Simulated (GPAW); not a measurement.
## In2O2 monolayer: work function by functional and basis

Aim: the work function of both faces of In2O2 monolayer, and its spread over functionals and bases. Where a layer proves gapped, the work function hangs on where the smearing puts the Fermi level, and the band edges take its place.

Calculated with GPAW 26.7.0; GPAW, PAW setups; layer in a repeated cell with vacuum, relaxation of atoms and in-plane cell, in the first sound run; inputs show where later runs differ.

### Step 1. Starting point

The cell holds 4 atoms: 2 O and 2 In. Cell: a = 3.292 Å, b = 3.292 Å, c = 22.674 Å, α = 90.0°, β = 90.0°, γ = 120.0°. Vacuum lies along c.

### Step 2. Relaxing the atoms

Forces are removed first; all later runs use this geometry.

run.py reads:

```python
import json
import numpy as np
from ase import Atoms
from ase.filters import FrechetCellFilter
from ase.optimize import BFGS
from gpaw import GPAW, PW

slab = Atoms(
    ['O', 'In', 'In', 'O'],
    positions=[
        [-0.00000, 1.90041, 9.00000],
        [0.00000, 0.00000, 9.91682],
        [0.00000, 0.00000, 12.75682],
        [-0.00000, 1.90041, 13.67364]],
    cell=[[3.2916, 0.0, 0.0], [-1.6458, 2.85061, 0.0], [0.0, 0.0, 22.6736]],
    pbc=[True, True, True])

slab.calc = GPAW(mode=PW(600), xc='PBE', kpts={'size': (12, 12, 1), 'gamma': True},
                 occupations={'name': 'fermi-dirac', 'width': 0.05}, nbands='160%',
                 convergence={'density': 1e-05}, maxiter=200,
                 symmetry={'tolerance': 1e-3}, txt='slab.txt')
result = {}
# The in-plane cell is free; stress needs a cell that repeats along all three vectors
path = []
opt = BFGS(FrechetCellFilter(slab, mask=[1, 1, 0, 0, 0, 1]), maxstep=0.2)
opt.attach(lambda: path.append((slab.get_potential_energy(), slab.positions.tolist(), slab.get_forces().tolist())))
result['relaxed'] = bool(opt.run(fmax=0.02, steps=45))
result['path'] = path
result['cell'] = slab.cell.tolist()
print('in-plane lattice', slab.cell.cellpar().round(4)[[0, 1, 5]])
energy = slab.get_potential_energy()
fermi = slab.calc.get_fermi_level()
v = slab.calc.get_electrostatic_potential().mean((0, 1)) - fermi
n = slab.calc.get_pseudo_density().mean((0, 1))
L = slab.cell[2, 2]
z = np.arange(len(v)) * L / len(v)
low, high = slab.positions[:, 2].min(), slab.positions[:, 2].max()
below, above = np.interp([low - 6.8, high + 6.8], z, v)
slopes = [np.interp(x, z, np.gradient(v, z)) for x in (low - 6.8, high + 6.8)]
eps = np.array([[slab.calc.get_eigenvalues(k, s) for k in range(len(slab.calc.get_ibz_k_points()))]
                for s in range(slab.calc.get_number_of_spins())]) - fermi
top, bottom = eps[eps < 0].max(), eps[eps > 0].min()
dipole = slab.get_dipole_moment()[2]
print(f'energy {energy:.4f} eV, Fermi level {fermi:.4f} eV, dipole {dipole:.5f} e A')
print(f'potential 6.8 A off the faces, from the Fermi level: lower {below:.4f} eV, upper {above:.4f} eV')
print(f'slope of the potential there: lower {slopes[0]:.5f}, upper {slopes[1]:.5f} eV/A')
print(f'nearest levels on the mesh: {top:.4f} and {bottom:.4f} eV')
print('magnetic moment', round(slab.get_magnetic_moment(), 3))
result.update(energy=energy, fermi=fermi, dipole=dipole, below=below, above=above, slopes=slopes, edges=[top, bottom],
              z=z.tolist(), v=v.tolist(), n=n.tolist(), positions=slab.positions.tolist(),
              forces=slab.get_forces(apply_constraint=False).tolist(), moments=slab.get_magnetic_moments().tolist())
json.dump(result, open('result.json', 'w'))
```

Launch:

```console
OMP_NUM_THREADS=1 OPENBLAS_NUM_THREADS=1 python run.py
```

Log:

```text
Step          Energy          fmax
BFGS:    0      -20.011852        0.636311
BFGS:    1      -20.031680        0.592436
BFGS:    2      -20.169412        0.208322
BFGS:    3      -20.175542        0.188565
BFGS:    4      -20.185994        0.128681
BFGS:    5      -20.189913        0.150024
BFGS:    6      -20.191511        0.143448
BFGS:    7      -20.191399        0.100534
BFGS:    8      -20.190814        0.049486
BFGS:    9      -20.191155        0.008261
in-plane lattice [  3.3978   3.3978 120.    ]
energy -20.1911 eV, Fermi level -2.8036 eV, dipole 0.00048 e A
potential 6.8 A off the faces, from the Fermi level: lower 6.2849 eV, upper 6.2831 eV
slope of the potential there: lower 0.00020, upper 0.00059 eV/A
nearest levels on the mesh: -0.2904 and 0.1954 eV
magnetic moment 0.0
```

Wall time 3.8 min (1 thread of AMD EPYC 9B45 (Zen 5), shared host); peak memory 0.63 GiB.

Numbers from this step:

```yaml
dipole_along_the_normal: 4.77e-4 e·Å
levels_nearest_the_fermi_level_on_the_mesh: -0.2904, 0.1954 eV from the Fermi level
```

Table of electrostatic potential energy of an electron (without an applied field's), less the Fermi level, planar mean by z:

```
z (Å)  electrostatic potential energy of an electron (without an applied field's), less the Fermi level, planar mean (eV)
    0                                                                                                                6.28
    1                                                                                                                6.28
    2                                                                                                                6.28
    3                                                                                                                6.29
    4                                                                                                                6.29
    5                                                                                                                6.29
    6                                                                                                                6.28
    7                                                                                                                6.26
    8                                                                                                                5.75
    9                                                                                                               -8.49
   10                                                                                                               -17.6
   11                                                                                                                1.42
   12                                                                                                               -2.24
   13                                                                                                               -15.8
   14                                                                                                               0.567
   15                                                                                                                6.10
   16                                                                                                                6.27
   17                                                                                                                6.28
   18                                                                                                                6.28
   19                                                                                                                6.28
   20                                                                                                                6.28
   21                                                                                                                6.28
   22                                                                                                                6.28
```

The pseudo valence density, planar mean by z:

```csv
z (Å),"pseudo valence density, planar mean (e/Å³)"
6,4.7e-5
7,0.00117
8,0.0364
9,0.772
10,1.29
11,0.129
12,0.237
13,1.17
14,0.400
15,0.0114
16,4.1e-4
17,1.7e-5
```

The relaxation lowered the energy of the cell by 0.179 eV (energies extrapolated to zero smearing; the optimiser's log prints free energies). The largest force left on a free atom is 0.0083 eV/Å.

### Step 3. Plane waves, PBE

With the geometry fixed, the planar mean of the potential gives the vacuum level on each side.

This step: GPAW, PAW setups; slab in vacuum (GPAW 26.7.0).

The cell differs from the one that the last finished run ended in (c 22.674 → 22.485 Å).

Changes to run.py since step 2:

```diff
@@ -3,4 +3,2 @@
 from ase import Atoms
-from ase.filters import FrechetCellFilter
-from ase.optimize import BFGS
 from gpaw import GPAW, PW
@@ -10,22 +8,15 @@
     positions=[
-        [-0.00000, 1.90041, 9.00000],
-        [0.00000, 0.00000, 9.91682],
-        [0.00000, 0.00000, 12.75682],
-        [-0.00000, 1.90041, 13.67364]],
-    cell=[[3.2916, 0.0, 0.0], [-1.6458, 2.85061, 0.0], [0.0, 0.0, 22.6736]],
-    pbc=[True, True, True])
+        [-0.00000, 1.96175, 9.00000],
+        [-0.00000, 0.00000, 9.81929],
+        [-0.00000, 0.00000, 12.66619],
+        [-0.00000, 1.96175, 13.48548]],
+    cell=[[3.39784, -0.0, 0.0], [-1.69892, 2.94262, 0.0], [0.0, 0.0, 22.4855]],
+    pbc=[True, True, False])
 
-slab.calc = GPAW(mode=PW(600), xc='PBE', kpts={'size': (12, 12, 1), 'gamma': True},
+slab.calc = GPAW(mode=PW(500), xc='PBE', kpts={'size': (12, 12, 1), 'gamma': True},
                  occupations={'name': 'fermi-dirac', 'width': 0.05}, nbands='160%',
                  convergence={'density': 1e-05}, maxiter=200,
+                 poissonsolver={'dipolelayer': 'xy'},
                  symmetry={'tolerance': 1e-3}, txt='slab.txt')
 result = {}
-# The in-plane cell is free; stress needs a cell that repeats along all three vectors
-path = []
-opt = BFGS(FrechetCellFilter(slab, mask=[1, 1, 0, 0, 0, 1]), maxstep=0.2)
-opt.attach(lambda: path.append((slab.get_potential_energy(), slab.positions.tolist(), slab.get_forces().tolist())))
-result['relaxed'] = bool(opt.run(fmax=0.02, steps=45))
-result['path'] = path
-result['cell'] = slab.cell.tolist()
-print('in-plane lattice', slab.cell.cellpar().round(4)[[0, 1, 5]])
 energy = slab.get_potential_energy()
```

Log:

```text
energy -19.4766 eV, Fermi level -2.7767 eV, dipole -0.00034 e A
potential 6.8 A off the faces, from the Fermi level: lower 6.2858 eV, upper 6.2902 eV
slope of the potential there: lower -0.00041, upper 0.00041 eV/A
nearest levels on the mesh: -0.2857 and 0.1903 eV
magnetic moment 0.0
```

The job ended after 23 s (1 thread; peak memory 0.27 GiB).

This step gave:

* dipole along the normal: -3.36e-4 e·Å
* levels nearest the Fermi level on the mesh: -0.2857, 0.1903 eV from the Fermi level
* upper work function: 6.290 eV
* lower work function: 6.286 eV
* upper ionisation energy: 6.576 eV

Table of electrostatic potential energy of an electron (without an applied field's), less the Fermi level, planar mean by z:

```csv
z (Å),"electrostatic potential energy of an electron (without an applied field's), less the Fermi level, planar mean (eV)"
0,6.29
1,6.29
2,6.29
3,6.29
4,6.28
5,6.28
6,6.28
7,6.25
8,5.54
9,-10.5
10,-16.1
11,1.95
12,-3.95
13,-14.2
14,2.18
15,6.15
16,6.28
17,6.29
18,6.29
19,6.29
20,6.29
21,6.29
22,6.29
```

Table of pseudo valence density, planar mean by z:

```
z (Å)  pseudo valence density, planar mean (e/Å³)
    6                                      6.6e-5
    7                                     0.00164
    8                                      0.0518
    9                                       0.845
   10                                        1.13
   11                                       0.117
   12                                       0.291
   13                                        1.05
   14                                       0.299
   15                                     0.00807
   16                                      3.1e-4
   17                                      1.4e-5
```

The layer is gapped, so the Fermi level lies somewhere inside the gap, set by smearing and numerics, and these work functions are no property of the material; the band edges below the vacuum level are. The potential is flat to 4.1e-4 eV/Å where it is read, so the vacuum is wide enough.

### Step 4. Self-consistent run: xc = "vdW-DF2"

The same geometry under vdW-DF2, to see how far the functional moves the levels against the vacuum (the van der Waals functionals take revPBE setups).

Changes to run.py since step 3:

```diff
@@ -15,3 +15,3 @@
 
-slab.calc = GPAW(mode=PW(500), xc='PBE', kpts={'size': (12, 12, 1), 'gamma': True},
+slab.calc = GPAW(mode=PW(500), xc='vdW-DF2', kpts={'size': (12, 12, 1), 'gamma': True},
                  occupations={'name': 'fermi-dirac', 'width': 0.05}, nbands='160%',
```

Log:

```text
energy -235.2180 eV, Fermi level -3.2276 eV, dipole -0.00034 e A
potential 6.8 A off the faces, from the Fermi level: lower 6.8791 eV, upper 6.8835 eV
slope of the potential there: lower -0.00042, upper 0.00042 eV/A
nearest levels on the mesh: -0.2918 and 0.1765 eV
magnetic moment 0.0
```

Run time: 80 s. Hardware: 1 thread; peak memory 0.47 GiB.

Numbers from this step:

```yaml
levels_nearest_the_fermi_level_on_the_mesh: -0.2918, 0.1765 eV from the Fermi level
upper_work_function: 6.884 eV
lower_work_function: 6.879 eV
upper_ionisation_energy: 7.175 eV
```

Table of electrostatic potential energy of an electron (without an applied field's), less the Fermi level, planar mean by z:

```csv
z (Å),"electrostatic potential energy of an electron (without an applied field's), less the Fermi level, planar mean (eV)"
0,6.88
1,6.88
2,6.88
3,6.88
4,6.88
5,6.88
6,6.87
7,6.83
8,6.02
9,-10.3
10,-16.1
11,1.76
12,-4.03
13,-14.0
14,2.56
15,6.71
16,6.87
17,6.88
18,6.88
19,6.88
20,6.88
21,6.88
22,6.88
```

Pseudo valence density, planar mean against z:

```
z (Å)  pseudo valence density, planar mean (e/Å³)
    6                                      1.1e-4
    7                                     0.00199
    8                                      0.0532
    9                                       0.849
   10                                        1.13
   11                                       0.114
   12                                       0.292
   13                                        1.05
   14                                       0.297
   15                                     0.00894
   16                                      4.3e-4
   17                                      2.7e-5
```

Force by atom:

```
atom  x (eV/Å)  y (eV/Å)  z (eV/Å)   size
  O1     0.000     0.000    -0.358  0.358
 In2     0.000     0.000     0.009  0.009
 In3     0.000     0.000    -0.009  0.009
  O4     0.000     0.000     0.358  0.358
```

The highest filled level lies 0.292 eV under the Fermi level, so the ionisation energy from the upper face is 6.884 + 0.292 = 7.175 eV, against 6.576 eV in the base run.

### Step 5. Self-consistent run: xc = "RPBE"

The same geometry under RPBE, to see how far the functional moves the levels against the vacuum.

Changes to run.py since step 4:

```diff
@@ -15,3 +15,3 @@
 
-slab.calc = GPAW(mode=PW(500), xc='vdW-DF2', kpts={'size': (12, 12, 1), 'gamma': True},
+slab.calc = GPAW(mode=PW(500), xc='RPBE', kpts={'size': (12, 12, 1), 'gamma': True},
                  occupations={'name': 'fermi-dirac', 'width': 0.05}, nbands='160%',
```

Log:

```text
energy -18.1139 eV, Fermi level -2.5901 eV, dipole -0.00034 e A
potential 6.8 A off the faces, from the Fermi level: lower 6.0987 eV, upper 6.1031 eV
slope of the potential there: lower -0.00040, upper 0.00040 eV/A
nearest levels on the mesh: -0.3147 and 0.2218 eV
magnetic moment 0.0
```

Wall time 25 s (1 thread); peak memory 0.26 GiB.

This step gave:

| Item | Value |
| --- | --- |
| levels nearest the Fermi level on the mesh | -0.3147, 0.2218 eV from the Fermi level |
| upper work function | 6.103 eV |
| lower work function | 6.099 eV |
| upper ionisation energy | 6.418 eV |

Electrostatic potential energy of an electron (without an applied field's), less the Fermi level, planar mean against z:

z (Å), electrostatic potential energy of an electron (without an applied field's), less the Fermi level, planar mean (eV) and a bar from the least value:
```
        0        6.1 ##############################
        1        6.1 ##############################
        2        6.1 ##############################
        3        6.1 ##############################
        4        6.1 ##############################
        5        6.1 ##############################
        6        6.1 ##############################
        7        6.1 ##############################
        8        5.3 #############################
        9      -10.7 #######
       10      -16.3 
       11        1.8 ########################
       12       -4.1 ################
       13      -14.3 ###
       14        2.0 ########################
       15        6.0 ##############################
       16        6.1 ##############################
       17        6.1 ##############################
       18        6.1 ##############################
       19        6.1 ##############################
       20        6.1 ##############################
       21        6.1 ##############################
       22        6.1 ##############################
```

The highest filled level lies 0.315 eV under the Fermi level, so the ionisation energy from the upper face is 6.103 + 0.315 = 6.418 eV, against 6.576 eV in the base run.

(Continued in part 2 of 2.)

[Logs are printed without paths, hosts, clocks, repeated set-up lines and the standing remarks that a program may print on its own settings, such as how far it seeks lower states.]

[Hosts, paths, dates, database ids (printed as entryN), source tags and the programs' standing remarks are cut or masked in the printed files.]
